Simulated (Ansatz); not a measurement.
Planning a GW calculation on GaN (P6_3mc).

The database entry behind the starting cell has ideal inner coordinates that were not refined, so it need not match the best structure at ambient conditions.

```xyz
4
Lattice="3.1900 0.0000 0.0000 -1.5950 2.7626 0.0000 0.0000 0.0000 5.1890" Properties=species:S:1:pos:R:3 pbc="T T T"
Ga    1.5950    0.9209    0.0000
Ga    0.0000    1.8417    2.5945
N     1.5950    0.9209    1.9459
N     0.0000    1.8417    4.5404
```

The cell and positions come from the Crystallography Open Database and are kept as given unless a step says otherwise. PAW set soft_2, made with PBE.

Runs so far (Ansatz 0.2.0, start PBE, default PAW files, 6×6×4 mesh). Times are wall times on 1 × NVIDIA H100 80GB HBM3 (shared by 6 runs) with 3 threads of AMD EPYC 7R13 (Zen 3), shared host, good to a factor of about two.

```csv
bands summed,cutoff (eV),gap on the mesh (eV),time
66,60,2.867,13 s
154,120,3.007,19 s
```

Question: What should the next rung give, with 311 bands and screening to 200 eV, and where is the limit?

The error falls about as one over the bands when the cutoff rises with them. A line through the two highest rungs given predicts 3.060 eV; the run gave 3.022 eV, a miss of 0.038 eV, so the law fails here: the steps don't follow it yet. The two highest rungs put the limit near 3.036 eV, the pair below near 3.112 eV; neither can be trusted until a further rung is run.

Gaps are over the mesh's points; an edge off the mesh would be missed. Limits: not at the basis limit; no spin-orbit coupling.

[Paths, hosts, dates, memory and timing lines, banners, echoed tables and standing remarks are left out of the program output.]

[Logs are printed without paths, hosts, clocks, repeated set-up lines and the standing remarks that a program may print on its own settings, such as how far it seeks lower states.]

[Runs of the session that timed out or met a known fault of the program may be left out.]

[Cells called generated may have been cut or substituted from an entry of the Crystallography Open Database or the Materials Project.]

[Hosts, paths, dates, database ids (printed as entryN), source tags and the programs' standing remarks are cut or masked in the printed files.]
